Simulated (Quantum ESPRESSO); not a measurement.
**FeSi (Fersilicite): parallel and opposed starts**

Does FeSi (Fersilicite) prefer parallel or opposed moments?

Main program and level: Quantum ESPRESSO 7.5; PBEsol; plane waves with GBRV 1.5 PBEsol potentials, no spin-orbit coupling.

Most raw output is cut from this account.

The database entry behind the starting cell differs from later determinations by our own check (about 0.5 % short), so it need not match the best structure at ambient conditions.

## Step 1: Starting point

It takes space group P2_13 (No. 198, cubic). Conventional cell: a = 4.467 Å, b = 4.467 Å, c = 4.467 Å, α = 90.00°, β = 90.00°, γ = 90.00°. Nearest to Fe lie 7 Si at 2.24 to 2.51 Å. Si has 7 Fe at 2.24 to 2.51 Å nearest. Farther neighbours are not listed.

The cell comes from the Crystallography Open Database.

## Step 2: Start 1: ferro ++++

The signs are those of the starting moments on the seeded atoms, the atoms that are given a moment.

The input, pw.in:

```
&CONTROL
  calculation = 'scf'
  prefix = 'pwscf'
  outdir = './tmp'
  pseudo_dir = './pseudo'
  disk_io = 'nowf'
/
&SYSTEM
  ibrav = 0
  nat = 8
  ntyp = 2
  ecutwfc = 40
  ecutrho = 280
  nbnd = 58
  occupations = 'smearing'
  smearing = 'fd'
  degauss = 0.00734986
  nspin = 2
  starting_magnetization(1) = 0.175
  starting_magnetization(2) = 0
/
&ELECTRONS
  conv_thr = 1.6d-08
  electron_maxstep = 150
  mixing_beta = 0.3
/
ATOMIC_SPECIES
Fe     55.8450 fe_pbesol_v1.5.uspp.F.UPF
Si     28.0850 si_pbesol_v1.uspp.F.UPF
CELL_PARAMETERS angstrom
   4.4670000000    0.0000000000    0.0000000000
   0.0000000000    4.4670000000    0.0000000000
   0.0000000000    0.0000000000    4.4670000000
ATOMIC_POSITIONS crystal
Fe      0.1340000000    0.1340000000    0.1340000000
Fe      0.3660000000    0.8660000000    0.6340000000
Fe      0.6340000000    0.3660000000    0.8660000000
Fe      0.8660000000    0.6340000000    0.3660000000
Si      0.8445000000    0.8445000000    0.8445000000
Si      0.6555000000    0.1555000000    0.3445000000
Si      0.3445000000    0.6555000000    0.1555000000
Si      0.1555000000    0.3445000000    0.6555000000
K_POINTS automatic
6 6 6 0 0 0
```

Command:

```sh
$ OMP_NUM_THREADS=1 mpirun -n 4 pw.x -nk 4 -in pw.in > pw.out
```

Elapsed: 2.3 min, on 4 MPI ranks of Arm Neoverse V1, shared host; peak memory 0.56 GiB.

Spin moment in the atom's sphere by atom:

| atom | spin moment in the atom's sphere (μB) |
| --- | --- |
| Fe1 | -0.0002 |
| Fe2 | -0.0002 |
| Fe3 | -0.0002 |
| Fe4 | -0.0002 |
| Si5 | 0.0000 |
| Si6 | 0.0000 |
| Si7 | 0.0000 |
| Si8 | 0.0000 |

This step gave:

| Property | Result |
| --- | --- |
| smearing term TS | 0.2242 eV |
| magnetization | 0 μB |
| absolute magnetization | 0 μB |
| final state | non-magnetic |

## Step 3: Run 2, typed as antiferro ++−−

The input, pw.in:

```
&CONTROL
  calculation = 'scf'
  prefix = 'pwscf'
  outdir = './tmp'
  pseudo_dir = './pseudo'
  disk_io = 'nowf'
/
&SYSTEM
  ibrav = 0
  nat = 8
  ntyp = 3
  ecutwfc = 40
  ecutrho = 280
  nbnd = 52
  occupations = 'smearing'
  smearing = 'fd'
  degauss = 0.00734986
  nspin = 2
  starting_magnetization(1) = 0.175
  starting_magnetization(2) = -0.175
  starting_magnetization(3) = 0
/
&ELECTRONS
  conv_thr = 1.6d-08
  electron_maxstep = 150
  mixing_beta = 0.3
/
ATOMIC_SPECIES
Fe1    55.8450 fe_pbesol_v1.5.uspp.F.UPF
Fe2    55.8450 fe_pbesol_v1.5.uspp.F.UPF
Si     28.0850 si_pbesol_v1.uspp.F.UPF
CELL_PARAMETERS angstrom
   4.4670000000    0.0000000000    0.0000000000
   0.0000000000    4.4670000000    0.0000000000
   0.0000000000    0.0000000000    4.4670000000
ATOMIC_POSITIONS crystal
Fe1     0.1340000000    0.1340000000    0.1340000000
Fe1     0.3660000000    0.8660000000    0.6340000000
Fe2     0.6340000000    0.3660000000    0.8660000000
Fe2     0.8660000000    0.6340000000    0.3660000000
Si      0.8445000000    0.8445000000    0.8445000000
Si      0.6555000000    0.1555000000    0.3445000000
Si      0.3445000000    0.6555000000    0.1555000000
Si      0.1555000000    0.3445000000    0.6555000000
K_POINTS automatic
6 6 6 0 0 0
```

Elapsed: 3.8 min, on 4 MPI ranks; peak memory 0.78 GiB; 15 min of CPU time.

Spin moment in the atom's sphere by atom:

| atom | spin moment in the atom's sphere (μB) |
| --- | --- |
| Fe1 | -0.0021 |
| Fe2 | -0.0021 |
| Fe3 | -0.0012 |
| Fe4 | -0.0012 |
| Si5 | 0.0001 |
| Si6 | 0.0001 |
| Si7 | 0.0001 |
| Si8 | 0.0001 |

This step gave:

```yaml
smearing_term_ts: 0.2243 eV
magnetization: -0.006 μB
absolute_magnetization: 0.008 μB
final_state: non-magnetic
```

## Step 4: Run 3, typed as ferri +++−

pw.in: that of step 3 with these lines changed.

```diff
@@ -13,3 +13,3 @@
   ecutrho = 280
-  nbnd = 52
+  nbnd = 55
   occupations = 'smearing'
@@ -38,3 +38,3 @@
 Fe1     0.3660000000    0.8660000000    0.6340000000
-Fe2     0.6340000000    0.3660000000    0.8660000000
+Fe1     0.6340000000    0.3660000000    0.8660000000
 Fe2     0.8660000000    0.6340000000    0.3660000000
```

Run time: 2.8 min. Hardware: 4 MPI ranks; peak memory 0.65 GiB.

Spin moment in the atom's sphere by atom:

| atom | spin moment in the atom's sphere (μB) |
| --- | --- |
| Fe1 | -0.0009 |
| Fe2 | -0.0009 |
| Fe3 | -0.0009 |
| Fe4 | 0.0006 |
| Si5 | 0.0000 |
| Si6 | 0.0000 |
| Si7 | 0.0000 |
| Si8 | 0.0000 |

Numbers from this step:

- smearing term TS: 0.2242 eV
- magnetization: 0 μB
- absolute magnetization: 0 μB
- final state: non-magnetic

## Step 5: Energies of the orders

An order is kept where moments of 0.15 μB or more survive with the typed signs; meshes match where a doubled cell samples the same k points as the first cell.

Orders:

| start | final state | typed order kept | energy over the lowest (meV a seeded atom) | largest site moment (μB) | net moment (μB a cell of the first run) | mesh matched | CPU time (s) |
| --- | --- | --- | --- | --- | --- | --- | --- |
| ferro ++++ | non-magnetic | no | 0 | 0 | 7.18e-4 | yes | 542.1 |
| antiferro ++-- | non-magnetic | no | 0.004223 | 0.00208 | 0.005812 | yes | 914.8 |
| ferri +++- | non-magnetic | no | 0 | 8.87e-4 | 0.001768 | yes | 665.1 |

## Step 6: Summary of results

| Item | Value |
| --- | --- |
| lowest state found | non-magnetic (from ferro ++++, antiferro ++-- and ferri +++-) |
| largest site moment | 0 μB |

**Reading.** The lowest state carries no moment, and no start kept one. Only these 3 starts were compared; other wavevectors, canted and longer-period orders were not. Energies are free energies at an electronic temperature of 1160 K, which lowers moments and differences where the moments are itinerant.

[Logs and program files are shortened in this print: banners, set-up blocks, solver, clock and traceback lines can be left out without a mark of their own.]

[Logs are printed without paths, hosts, clocks, repeated set-up lines and the standing remarks that a program may print on its own settings, such as how far it seeks lower states.]

[Hosts, paths, dates, database ids (printed as entryN), source tags and the programs' standing remarks are cut or masked in the printed files.]

[Where a cell is said to come from a database of computed structures, the database is the Materials Project.]
